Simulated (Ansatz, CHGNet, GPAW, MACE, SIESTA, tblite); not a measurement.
**Random start for liquid ZnBr2 at 780 K (102 atoms), the built cell with every atom moved at random**

The starting structure: 102 atoms (34 Zn, 68 Br) packed at random in a cube at 3.37 g/cm³ and pushed apart as soft spheres, cations and anions kept from their own kind; a start for melting by ab initio MD, not an equilibrated structure. The density is the measured one of the melt at 780 K (3.365 g/cm³). Then every atom was moved at random, 0.02 Å r.m.s. a Cartesian component.

Geometry: the built cell with every atom moved at random. Computed with SIESTA 5.4.2: Kohn-Sham DFT, PBE, PseudoDojo 0.4.1 norm-conserving pseudopotentials (converted to PSML), numerical atomic orbitals (DZP), diagonalisation; shift 0.01 Ry; mesh 500 Ry; levels smeared at 580 K; Γ point; density 3.37 g/cm³.

Cell vectors (Å):

```
15.575 0.000 0.000
0.000 15.575 0.000
0.000 0.000 15.575
```

Positions in Å, forces in eV/Å, q the Hirshfeld charge in e:

```tsv
atom	x	y	z	q	fx	fy	fz
Zn1	13.699	12.269	3.578	0.66	-0.804	1.381	1.559
Zn2	2.471	2.026	3.294	0.67	0.961	-0.253	0.869
Zn3	5.146	0.877	11.253	0.66	-0.315	-0.327	0.999
Zn4	10.120	14.585	13.798	0.65	0.297	-1.202	-0.779
Zn5	15.532	7.767	3.229	0.61	-0.334	-0.460	0.633
Zn6	7.951	0.219	9.260	0.53	0.205	0.166	-0.430
Zn7	8.233	10.527	12.290	0.67	0.849	0.280	-0.730
Zn8	6.322	2.916	8.196	0.63	-0.119	1.922	-0.519
Zn9	12.886	5.312	13.673	0.67	-0.539	-1.130	-0.555
Zn10	2.322	7.704	6.263	0.74	0.048	1.089	0.726
Zn11	3.593	13.390	8.433	0.74	0.098	-0.493	-2.549
Zn12	1.223	14.369	3.063	0.74	-1.277	-0.643	0.384
Zn13	9.321	0.329	2.452	0.74	0.556	0.114	1.276
Zn14	11.388	6.596	8.603	0.75	-0.027	0.005	-1.159
Zn15	2.981	3.201	10.154	0.66	-0.217	0.982	0.123
Zn16	1.318	4.986	2.565	0.46	-0.647	-0.634	-0.622
Zn17	4.944	9.861	11.753	0.71	-1.038	-0.546	-0.417
Zn18	0.076	10.628	1.477	0.64	1.449	0.592	-0.921
Zn19	6.727	2.149	0.012	0.71	-1.208	-0.013	1.483
Zn20	12.669	0.953	8.634	0.72	1.321	-1.473	0.309
Zn21	8.115	5.617	6.219	0.71	0.941	-0.556	0.672
Zn22	11.349	11.325	15.408	0.68	-0.389	0.317	-0.379
Zn23	1.194	7.379	12.689	0.67	0.813	0.835	-0.631
Zn24	7.416	9.542	6.653	0.76	-0.347	0.919	0.008
Zn25	12.691	7.612	0.654	0.67	0.083	0.195	-0.737
Zn26	13.403	4.065	5.241	0.81	-0.182	-0.618	-0.422
Zn27	6.278	12.017	14.861	0.71	-1.186	1.000	1.166
Zn28	14.796	4.006	10.840	0.59	-0.195	-0.923	-0.827
Zn29	8.263	3.512	12.294	0.66	0.868	0.986	-0.039
Zn30	11.318	2.232	11.935	0.39	0.401	-0.158	0.611
Zn31	0.459	1.387	14.430	0.75	0.784	0.726	0.811
Zn32	5.343	6.963	3.396	0.72	-0.409	0.883	-0.248
Zn33	8.141	7.649	10.446	0.71	0.268	0.326	1.375
Zn34	10.584	9.476	3.030	0.70	-1.018	0.893	0.735
Br35	13.438	5.847	3.700	-0.36	0.437	0.013	-0.047
Br36	14.297	14.486	8.208	-0.24	-0.945	1.133	0.319
Br37	7.603	14.811	3.746	-0.24	0.797	0.564	-0.938
Br38	4.772	10.172	14.785	-0.27	0.705	-0.080	-1.275
Br39	10.902	3.198	2.815	-0.42	-0.312	-1.077	0.047
Br40	1.077	2.544	5.186	-0.37	-0.172	0.233	-0.493
Br41	14.108	6.647	12.084	-0.30	0.732	-0.232	-0.402
Br42	8.763	10.382	4.941	-0.29	0.383	0.128	-0.595
Br43	1.635	11.764	3.152	-0.30	-0.742	0.412	0.105
Br44	4.498	1.090	4.687	-0.35	-1.110	0.396	-1.040
Br45	7.922	6.031	15.227	-0.36	-0.087	-0.345	-0.461
Br46	2.271	14.828	7.094	-0.30	-0.002	0.033	0.668
Br47	1.953	11.117	6.806	-0.35	0.531	-0.147	0.551
Br48	0.645	13.333	11.833	-0.22	0.036	0.056	0.005
Br49	9.044	11.920	1.531	-0.36	1.450	-1.124	-0.499
Br50	2.709	0.958	11.666	-0.30	0.884	0.477	-0.441
Br51	10.507	7.357	1.968	-0.22	0.387	-0.130	-0.670
Br52	10.352	8.962	10.767	-0.33	-1.143	-0.745	-0.302
Br53	3.852	5.132	11.795	-0.39	-1.002	-1.087	-0.902
Br54	0.853	2.647	8.886	-0.33	0.226	0.866	0.996
Br55	12.129	13.989	1.753	-0.43	0.134	-1.070	-0.025
Br56	12.728	2.293	14.449	-0.40	0.105	0.856	-0.922
Br57	4.170	4.608	7.685	-0.42	0.804	-1.164	0.912
Br58	4.532	0.321	0.754	-0.33	0.988	0.867	-0.341
Br59	9.046	9.443	14.284	-0.34	-0.270	0.852	-0.272
Br60	13.230	2.053	6.545	-0.28	0.225	0.352	-0.745
Br61	13.308	5.022	8.804	-0.38	-0.072	0.038	0.220
Br62	6.913	3.888	5.191	-0.29	-0.323	0.535	0.373
Br63	9.315	13.267	11.651	-0.39	-0.348	-0.603	0.471
Br64	11.201	7.781	5.976	-0.47	-0.277	-0.612	1.046
Br65	9.830	11.665	8.293	-0.28	-0.225	-0.217	-0.032
Br66	12.858	11.750	6.071	-0.24	0.210	-0.003	-1.773
Br67	1.115	8.073	1.218	-0.32	-0.146	0.144	0.218
Br68	5.242	12.460	2.078	-0.29	0.568	0.024	-0.946
Br69	10.919	14.862	5.457	-0.28	0.025	-0.003	-0.325
Br70	0.939	14.888	0.760	-0.32	0.176	0.338	-0.476
Br71	15.251	8.323	9.008	-0.35	0.156	-0.103	-0.008
Br72	7.477	14.271	14.728	-0.38	0.742	-0.101	-0.063
Br73	10.458	0.169	9.058	-0.36	-0.042	0.083	0.247
Br74	5.097	1.003	8.826	-0.30	-0.797	-0.787	-0.201
Br75	15.046	8.803	5.271	-0.30	0.977	-0.387	-0.150
Br76	2.500	3.152	14.721	-0.38	-1.639	-0.815	0.104
Br77	12.755	9.609	13.824	-0.34	-0.578	-0.116	1.881
Br78	14.617	14.619	4.468	-0.26	1.111	-0.649	-0.848
Br79	3.996	13.573	13.478	-0.41	0.828	-0.043	-0.174
Br80	4.538	8.660	5.674	-0.36	0.649	-0.485	-0.372
Br81	8.081	7.744	8.073	-0.31	-0.030	-0.964	-1.194
Br82	9.062	2.494	15.103	-0.36	-0.540	-0.515	-0.395
Br83	5.688	13.351	6.609	-0.40	-0.568	-0.248	1.527
Br84	12.749	13.490	13.152	-0.31	-1.692	0.282	1.012
Br85	5.767	3.754	1.656	-0.38	0.072	-0.352	-0.430
Br86	3.049	5.567	4.161	-0.35	1.010	0.903	0.503
Br87	9.999	4.369	7.227	-0.39	-0.143	0.885	0.355
Br88	4.142	6.470	15.240	-0.36	-0.486	0.030	-0.068
Br89	7.234	4.784	10.244	-0.39	0.180	-0.588	0.168
Br90	14.227	5.511	0.047	-0.30	-0.578	0.835	0.755
Br91	13.107	11.371	10.096	-0.12	-0.057	-0.007	-0.058
Br92	14.235	0.925	11.370	-0.38	-0.363	1.369	-0.198
Br93	6.391	8.920	2.421	-0.33	-0.368	-1.256	0.465
Br94	6.424	7.844	12.197	-0.26	0.397	0.194	0.062
Br95	14.377	2.018	2.222	-0.40	0.502	0.598	-0.070
Br96	13.385	9.730	2.097	-0.39	-0.379	0.063	0.113
Br97	4.070	7.979	9.299	-0.43	-0.111	0.197	-0.025
Br98	2.023	9.876	11.784	-0.27	0.660	-0.938	0.553
Br99	1.037	11.373	15.004	-0.34	-0.706	-0.347	0.528
Br100	10.588	5.314	11.641	-0.47	0.250	-0.588	0.528
Br101	7.891	1.104	11.806	-0.38	-0.946	0.052	0.170
Br102	6.458	10.755	9.796	-0.38	0.177	-0.047	1.502
```

Only the Γ point is sampled, in a cell whose shortest periodic width is 16 Å.

The r.m.s. force component is 0.704 eV/Å; the longest force, 2.60 eV/Å, acts on Zn11.

[Logs are printed without paths, hosts, clocks, repeated set-up lines and the standing remarks that a program may print on its own settings, such as how far it seeks lower states.]

[Hosts, paths, dates, database ids (printed as entryN), source tags and the programs' standing remarks are cut or masked in the printed files.]
